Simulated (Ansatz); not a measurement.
Planning a run of Ansatz 0.2.0 on BaSrCeSnO6 (I-4m2). The input:

```yaml
crystal:
  lattice:
    - [0.0, 4.3014619, 4.129403424]
    - [4.3014619, 0.0, 4.129403424]
    - [4.3014619, 4.3014619, 0.0]
  atoms:
    - { symbol: Ba, position: [0.25, 0.25, 0.25] }
    - { symbol: Sr, position: [0.75, 0.75, 0.75] }
    - { symbol: Ce, position: [0.0, 0.0, 0.0] }
    - { symbol: Sn, position: [0.5, 0.5, 0.5] }
    - { symbol: O, position: [0.7413980482, 0.2586019518, 0.2586019518] }
    - { symbol: O, position: [0.2586019518, 0.7413980482, 0.7413980482] }
    - { symbol: O, position: [0.7427743157, 0.7427743157, 0.2572256843] }
    - { symbol: O, position: [0.2572256843, 0.2572256843, 0.7427743157] }
    - { symbol: O, position: [0.2586019518, 0.7413980482, 0.2586019518] }
    - { symbol: O, position: [0.7413980482, 0.2586019518, 0.7413980482] }
kpoints:
  mp_grid: { grid: [4, 4, 4] }
  band_path:
    path:
      - [0.0, 0.0, 0.0]
      - [-0.5, -0.5, 0.0]
      - [-0.375, -0.375, 0.25]
      - [-0.375, 0.0, 0.375]
      - [0.0, 0.0, 0.5]
      - [-0.5, -0.25, 0.25]
    npoints: 1
hamiltonian:
  xc: hse06
  pseudopotentials: { kind: paw, azcp: { folder: soft_1 } }
scf:
  occupations: { method: fixed }
  n_extra_bands: 7
output:
  eigenvalues: true
```

```sh
ansatz run input.yaml --threads 2 --pin off --max-ram 92160MiB --backend cuda --events-out ev --progress --plain --runs-dir out --devices 1 --max-vram 13GiB
```

Estimate wall time and host memory on 1 × NVIDIA H100 80GB HBM3 (shared by 6 runs) with 2 threads of AMD EPYC 7R13 (Zen 3), shared host.

It took 38 s; on shared hardware allow 19 s to 76 s. Peak host memory was 1.5 GiB. The sizes that set the cost: 2981 plane waves a state, 13 irreducible k points and 25 SCF cycles.

Exact exchange couples every pair of k points and filled bands, so it costs far more than a semilocal run.

[Paths, hosts, dates, memory and timing lines, banners, echoed tables and standing remarks are left out of the program output.]

[Logs are printed without paths, hosts, clocks, repeated set-up lines and the standing remarks that a program may print on its own settings, such as how far it seeks lower states.]

[Runs of the session that timed out or met a known fault of the program may be left out.]

[Cells called generated may have been cut or substituted from an entry of the Crystallography Open Database or the Materials Project.]

[Hosts, paths, dates, database ids (printed as entryN), source tags and the programs' standing remarks are cut or masked in the printed files.]
